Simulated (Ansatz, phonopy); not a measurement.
# Al (Aluminum, Fm-3m): thermal expansion from first principles, part 2 of 3

How much does Aluminum expand with temperature?

Measurements to reproduce:
- volume expansion coefficient 69 1e-6/K and heat capacity C_P per formula unit 24.2 J/mol/K near room temperature (given in “High-Throughput Prediction of Finite-Temperature Properties using the Quasi-Harmonic Approximation”, 2016, arXiv:1603.06924)

Ansatz 0.2.0; DFT PBEsol, scalar-relativistic, plane waves, PAW.

So far. Step 4 (Tight relaxation): The residual pressure is 0.0077 GPa, small enough for phonons. Step 5 (Relaxing at another setting): The residual pressure is -0.0025 GPa, small enough for phonons.

## (6) The quasi-harmonic study, cutoff 550 eV, k-mesh 20×20×20

The study relaxes the crystal at several strains, solves the phonons on some of them and minimises the free energy at each temperature (static energy, vibrations, the electrons in a metal, and PV under a set pressure); the q-mesh sets how far the force constants reach.

Input file input.yaml:

```yaml
crystal:
  lattice:
    - [0.0, 2.0068996119, 2.0068996119]
    - [2.0068996119, 0.0, 2.0068996119]
    - [2.0068996119, 2.0068996119, 0.0]
  atoms:
    - { symbol: Al, position: [0.0, 0.0, 0.0] }
kpoints:
  mp_grid: { grid: [20, 20, 20] }
hamiltonian:
  xc: pbesol
scf:
  occupations: { method: methfessel_paxton, width: 0.2 }
output:
  eigenvalues: true
basis:
  ecutwfc: 550.0
phonons:
  method: dfpt
  qmesh: [4, 4, 4]
  temperatures: { t_max: 850.0, t_step: 50 }
  thermal_expansion: {}
```

On the command line:

```
$ ansatz run input.yaml --threads 4 --pin off --max-ram 16384MiB --backend cpu --events-out ev --progress --plain --runs-dir out
```

Numbers of over 12 decimals in the logs are rounded to 6 here.

What it wrote:

```text
[...]
Crystal: 1 atoms, lattice volume = 16.166 Å³
Basis set: ecut = 550 eV, 459 PW (Γ), exchange–correlation on 48×48×48 points (8 copies of the dense FFT grid, shifted against one another)
Bands: 6, of which v1, the nominal top of the filled ones, is band 2 counted from 1 (1 counted from 0)
Symmetry: 48 space group operations
[...]
k-points: 256 of 8000
[...]
SCF iter   1: F=—  HF=-524.548173 eV  |F-HF|=—  |Δ(HF+E_count)|=         —  Δρ=8.11e-4  dr2=5.82e-5  ethr=1.77e-3  ⟨swp⟩=4.6  Hψ=12683  notcnv=0
[...]
SCF iter   6: F=-524.548186 eV  HF=-524.548186 eV  |F-HF|=6.82e-13  |Δ(HF+E_count)|=  2.16e-12  S|Δr|=    0.00e0  Δρ=1.08e-7  dr2=1.66e-12  ethr=1.00e-12  ⟨swp⟩=5.2  Hψ=4954  notcnv=0
SCF 1 converged in 6 iterations: F = -524.548186 eV  dr2 = 1.66e-12
[...]
relax step   1: F+E_penalty+E_count = -524.54818598 eV  Δ(F+E_penalty+E_count) = +0.000e0 eV  max|allowed force component| = 0.000e0 eV/Å  Δτ_max = 0.0000 Å  (6 SCF iters, accepted)
SCF converged after 6 iterations
[...]
Free energy (F): -524.548186 eV
[...]
Internal energy: -524.547847 eV  (E = F + TS)
E sigma→0 (E₀):  -524.548101 eV
Entropy (-TS):   -0.000339 eV (-0.339 meV/atom)
Fermi energy:    8.144314 eV
[...]
--- Stress (GPa, compression-positive) ---
       -0.002498      -0.000000       0.000000
       -0.000000      -0.002498       0.000000
        0.000000       0.000000      -0.002498
  P = ⅓ Tr σ = -0.0025 GPa (-0.025 kbar)
--- Band table (eV; the first three rows and the last of 256) ---
[...]
── thermal expansion: 3 new cells, 3 in all ──
thermal expansion: relaxation of cell 2
thermal expansion: relaxation of cell 3
── thermal expansion: 2 new cells, 5 in all ──
thermal expansion: relaxation of cell 4
thermal expansion: lower-state search of cell 4
thermal expansion: electrons of cell 4
thermal expansion: phonons of cell 4
WARN: thermal expansion, phonons of cell 4: eigensolver did not converge (k=12): 1 band(s) unlocked after 20 sweeps at ethr=1.00e-12 eV (lowest unlocked band 5, counted from 0; max residual 5.71e-6 eV among the unlocked bands, 5.71e-6 eV over every band)
thermal expansion: relaxation of cell 5
thermal expansion: electrons of cell 1
thermal expansion: electrons of cell 2
thermal expansion: electrons of cell 3
thermal expansion: electrons of cell 5
thermal expansion: phonons of cell 5
[...]
── thermal expansion: 7 new cells, 12 in all ──
thermal expansion: relaxation of cell 6
thermal expansion: relaxation of cell 7
thermal expansion: relaxation of cell 8
thermal expansion: relaxation of cell 9
thermal expansion: relaxation of cell 10
thermal expansion: relaxation of cell 11
thermal expansion: relaxation of cell 12
thermal expansion: electrons of cell 6
thermal expansion: electrons of cell 7
thermal expansion: electrons of cell 8
thermal expansion: electrons of cell 9
thermal expansion: electrons of cell 10
thermal expansion: electrons of cell 11
thermal expansion: electrons of cell 12
thermal expansion: phonons of cell 6
[...]
thermal expansion: phonons of cell 7
[...]
thermal expansion: phonons of cell 8
[...]
thermal expansion: phonons of cell 9
[...]
WARN: thermal expansion: eigensolver_not_converged in the phonons of 6 cells: 4, 5, 6, 7, 8, 9
--- Relaxed structure (1 steps of the walk, 1 accepted, 0 SCFs on fresh bases) ---
  F+E_penalty+E_count = -524.54818598 eV   max|allowed force component| = 0.000e0 eV/Å
  atoms:
    - { symbol: Al, position: [0.0, 0.0, 0.0] }
--- Thermal expansion: 12 cells in 3 rounds, 0 GPa ---
  no lower state was reached at cell 4; its state was not examined: fill_not_monotonic
  without vibrations: a 2.83819, b 2.83819, c 2.83819 Å, V 16.1662 Å³, B 81.05 GPa
  at 0 K: a 2.84759, b 2.84759, c 2.84759 Å, V 16.3273 Å³, B 78.77 GPa
  zero-point expansion: a +0.331, b +0.331, c +0.331, V +0.997 %
      T/K        a/Å        b/Å        c/Å       V/Å³ | expansion of a, b, c, V (1e-6/K)   | that of V in the mean from 25 °C | C_P, C_V (J/mol K of the cell) | B_T, B_S (GPa)
     0.00    2.84759    2.84759    2.84759    16.3273 |    0.00    0.00    0.00    0.00 |   41.23 |     0.000     0.000 |    78.77    78.77
   100.00    2.84880    2.84880    2.84880    16.3482 |   11.67   11.67   11.67   35.00 |   55.67 |    12.868    12.774 |    77.88    78.45
   200.00    2.85345    2.85345    2.85345    16.4284 |   19.44   19.44   19.44   58.31 |   62.99 |    21.325    20.818 |    75.48    77.32
   298.15    2.85935    2.85935    2.85935    16.5306 |   22.36   22.36   22.36   67.08 |       - |    24.149    23.176 |    72.87    75.93
   350.00    2.86275    2.86275    2.86275    16.5895 |   23.39   23.39   23.39   70.16 |   68.79 |    25.013    23.783 |    71.46    75.15
   450.00    2.86969    2.86969    2.86969    16.7106 |   25.04   25.04   25.04   75.11 |   71.71 |    26.234    24.480 |    68.67    73.59
   550.00    2.87711    2.87711    2.87711    16.8404 |   26.56   26.56   26.56   79.69 |   74.43 |    27.218    24.888 |    65.80    71.96
   650.00    2.88498    2.88498    2.88498    16.9791 |   28.14   28.14   28.14   84.41 |   77.12 |    28.142    25.166 |    62.83    70.26
   750.00    2.89336    2.89336    2.89336    17.1274 |   29.86   29.86   29.86   89.58 |   79.90 |    29.089    25.380 |    59.75    68.48
   850.00    2.90229    2.90229    2.90229    17.2865 |   31.83   31.83   31.83   95.48 |   82.86 |    30.117    25.558 |    56.52    66.60
  the static fit leaves 0.000 meV an atom of the energies and, of the stresses, 0.001 GPa of each cell's largest along a strain (root mean squares over the cells), whose Pulay part it has at -0.003 GPa
  vibrations' free energy: its fit leaves 0.0000 meV an atom at the most
  the electrons' free energy at temperature is in it; its fit leaves 0.0012 meV an atom at the most
  free energies summed between the sampled wave vectors
  estimated error of the fitted expansion in any direction: up to 0.039e-6/K, at 650 K (an estimate, not a bound: it was exceeded on models of known expansion)
  by sums over the sampled wave vectors an expansion of the volume parts by up to 1.06e-6/K
  by a static energy of one degree less an expansion of the volume parts by up to 0.41e-6/K
  eigensolver_not_converged in the phonons of 6 cells: 4, 5, 6, 7, 8, 9
```

Elapsed: 6.8 min, on 4 threads of Arm Neoverse V2, shared host; peak memory 2.5 GiB; 25 min of CPU time.

Numbers from this step:

```yaml
pressure: -0.002498 GPa
volume_expansion_coefficient_at_298_k: 67.08 1e-6/K
c_p_at_298_k: 24.15 J/mol-atom/K
entropy_at_298_k: 27.92 J/mol-atom/K
isothermal_bulk_modulus_at_298_k: 72.87 GPa
grueneisen_parameter_at_298_k: 2.100
volume_at_298_k: 16.53 Å³/atom
principal_linear_expansion_coefficients_at_298_k: 22.36, 22.36, 22.36 1e-6/K
```

Strained cells of the study; zero-point energy where phonons were solved; the pressures are stresses at a fixed cutoff and can carry an offset from the finite basis. Expansion cells, by row:

```csv
cell,|a| (Å),|b| (Å),|c| (Å),V (Å³/atom),E - E_lowest (meV/atom),"pressure, compression positive (GPa)",gap (eV),zero-point energy (meV/atom)
1,2.838,2.838,2.838,16.17,0,-0.005,-,-
2,2.861,2.861,2.861,16.56,2.291,-1.836,-,-
3,2.816,2.816,2.816,15.78,2.382,2.045,-,-
4,2.838,2.838,2.838,16.17,0,-0.024,-,39.71
5,2.853,2.853,2.853,16.41,0.935,-1.193,-,38.51
6,2.871,2.871,2.871,16.74,4.788,-2.598,-,36.97
7,2.888,2.888,2.888,17.03,10.55,-3.733,-,35.63
8,2.904,2.904,2.904,17.33,18.43,-4.775,-,34.3
9,2.921,2.921,2.921,17.63,28.33,-5.731,-,33
10,2.81,2.81,2.81,15.69,3.697,2.577,-,-
11,2.824,2.824,2.824,15.93,0.896,1.231,-,-
12,2.945,2.945,2.945,18.05,45.2,-6.923,-,-
```

Quasi-harmonic; a, b, c are the run's own cell vectors. Expansion, by row:

```csv
T (K),a (Å),b (Å),c (Å),alpha (deg),beta (deg),gamma (deg),cell volume (Å³/cell),alpha_a (1e-6/K),alpha_b (1e-6/K),alpha_c (1e-6/K),alpha_V (1e-6/K),C_P (J/mol-atom/K),C_V (J/mol-atom/K),S (J/mol-atom/K),B_T (GPa),B_S (GPa),Grueneisen,extrapolation,fit error (1e-6/K)
0,2.848,2.848,2.848,60,60,60,16.33,0,0,0,0,0,0,0,78.77,78.77,-,0,0
50,2.848,2.848,2.848,60,60,60,16.33,3.33,3.33,3.33,10,3.647,3.643,1.202,78.65,78.73,2.123,0,0
100,2.849,2.849,2.849,60,60,60,16.35,11.67,11.67,11.67,35,12.87,12.77,6.689,77.88,78.45,2.101,0,0
150,2.851,2.851,2.851,60,60,60,16.38,16.67,16.67,16.67,50.01,18.39,18.1,13.07,76.74,77.95,2.092,0,0.01
200,2.853,2.853,2.853,60,60,60,16.43,19.44,19.44,19.44,58.31,21.32,20.82,18.8,75.48,77.32,2.092,0,0.01
250,2.856,2.856,2.856,60,60,60,16.48,21.17,21.17,21.17,63.5,23.05,22.31,23.76,74.17,76.63,2.095,0,0.02
298.1,2.859,2.859,2.859,60,60,60,16.53,22.36,22.36,22.36,67.08,24.15,23.18,27.92,72.87,75.93,2.1,0,0.02
300,2.859,2.859,2.859,60,60,60,16.53,22.4,22.4,22.4,67.2,24.18,23.2,28.07,72.82,75.91,2.1,0,0.02
350,2.863,2.863,2.863,60,60,60,16.59,23.39,23.39,23.39,70.16,25.01,23.78,31.86,71.46,75.15,2.106,0,0.02
400,2.866,2.866,2.866,60,60,60,16.65,24.24,24.24,24.24,72.73,25.67,24.18,35.25,70.07,74.38,2.113,0,0.03
450,2.87,2.87,2.87,60,60,60,16.71,25.04,25.04,25.04,75.11,26.23,24.48,38.31,68.67,73.59,2.12,0,0.03
500,2.873,2.873,2.873,60,60,60,16.77,25.8,25.8,25.8,77.4,26.74,24.71,41.1,67.24,72.78,2.128,0,0.03
550,2.877,2.877,2.877,60,60,60,16.84,26.56,26.56,26.56,79.69,27.22,24.89,43.67,65.8,71.96,2.136,0,0.04
600,2.881,2.881,2.881,60,60,60,16.91,27.34,27.34,27.34,82.01,27.68,25.04,46.06,64.33,71.12,2.145,0,0.04
650,2.885,2.885,2.885,60,60,60,16.98,28.14,28.14,28.14,84.41,28.14,25.17,48.29,62.83,70.26,2.155,0,0.04
700,2.889,2.889,2.889,60,60,60,17.05,28.97,28.97,28.97,86.92,28.61,25.28,50.39,61.3,69.38,2.165,0,0.04
750,2.893,2.893,2.893,60,60,60,17.13,29.86,29.86,29.86,89.58,29.09,25.38,52.38,59.75,68.48,2.175,0,0.04
800,2.898,2.898,2.898,60,60,60,17.21,30.81,30.81,30.81,92.42,29.59,25.47,54.27,58.15,67.55,2.186,0,0.03
850,2.902,2.902,2.902,60,60,60,17.29,31.83,31.83,31.83,95.48,30.12,25.56,56.09,56.52,66.6,2.198,0,0.03
```

Expansion coefficient against temperature; values in 1e-6/K:

```csv
temperature (K),volume,principal 1
0,0,0
50,10,3.33
100,35,11.7
150,50.0,16.7
200,58.3,19.4
250,63.5,21.2
298,67.1,22.4
300,67.2,22.4
350,70.2,23.4
400,72.7,24.2
450,75.1,25.0
500,77.4,25.8
550,79.7,26.6
600,82.0,27.3
650,84.4,28.1
700,86.9,29.0
750,89.6,29.9
800,92.4,30.8
850,95.5,31.8
```

At 298 K the volume expansion is 67.1 × 10⁻⁶/K and B_T is 72.9 GPa.

## (7) Quasi-harmonic fit by phonopy

This step: DFT PBEsol, scalar-relativistic, plane waves, PAW (phonopy 4.10.0).

Numbers from this step:

```yaml
volume_expansion_coefficient_at_300_k: 67.08 1e-6/K
isothermal_bulk_modulus_at_300_k: 72.8 GPa
c_p_at_300_k: 24.25 J/mol-atom/K
grueneisen_parameter_at_300_k: 2.122
```

Table of energy (each curve on its own zero) by volume; values in meV/atom:

```csv
volume (Å³/atom),static,F at 0 K,F at 300 K,F at 850 K
16.170,0,3.37,7.69,20.4
16.414,0.93,3.1,6,14.4
16.738,4.79,5.4,6.37,9.05
17.029,10.6,9.83,9,6.45
17.325,18.4,16.4,13.7,5.76
17.627,28.3,25.0,20.3,6.88
```

Phonopy-qha, vinet fit of F(V) at each temperature. Qha vinet, by row:

```csv
T (K),fitted volume (Å³/atom),alpha_V (1e-6/K),B_T (GPa),C_P (J/mol-atom/K),Grueneisen
100,16.35,33.24,77.78,12.38,2.007
150,16.38,48.96,76.66,18.29,2.062
200,16.43,57.84,75.43,21.36,2.092
250,16.48,63.27,74.13,23.11,2.109
300,16.53,67.08,72.8,24.25,2.122
350,16.59,70.09,71.45,25.07,2.133
400,16.65,72.69,70.06,25.72,2.145
450,16.71,75.09,68.66,26.27,2.157
500,16.77,77.4,67.23,26.77,2.17
550,16.84,79.71,65.78,27.25,2.183
600,16.91,82.05,64.3,27.71,2.197
650,16.98,84.47,62.8,28.16,2.211
700,17.05,86.99,61.28,28.63,2.226
750,17.13,89.65,59.73,29.11,2.241
800,17.21,92.47,58.16,29.61,2.257
```

Table of volume expansion coefficient by temperature; values in 1e-6/K:

```csv
temperature (K),"phonopy-qha, Vinet",Ansatz's own study
100,33.2,35
150,49.0,50.0
200,57.8,58.3
250,63.3,63.5
300,67.1,67.2
350,70.1,70.2
400,72.7,72.7
450,75.1,75.1
500,77.4,77.4
550,79.7,79.7
600,82.0,82.0
650,84.5,84.4
700,87.0,86.9
750,89.7,89.6
800,92.5,92.4
```

The fit gives a volume expansion of 67.1 × 10⁻⁶/K at 300 K, against 67.1 at 298 K from the study itself, whose static fit uses more cells.

[end of part 2 of 3]

[Logs are printed without paths, hosts, clocks, repeated set-up lines and the standing remarks that a program may print on its own settings, such as how far it seeks lower states.]

[Hosts, paths, dates, database ids (printed as entryN), source tags and the programs' standing remarks are cut or masked in the printed files.]

[A step with changed settings may run another functional than the one named; its input shows which.]
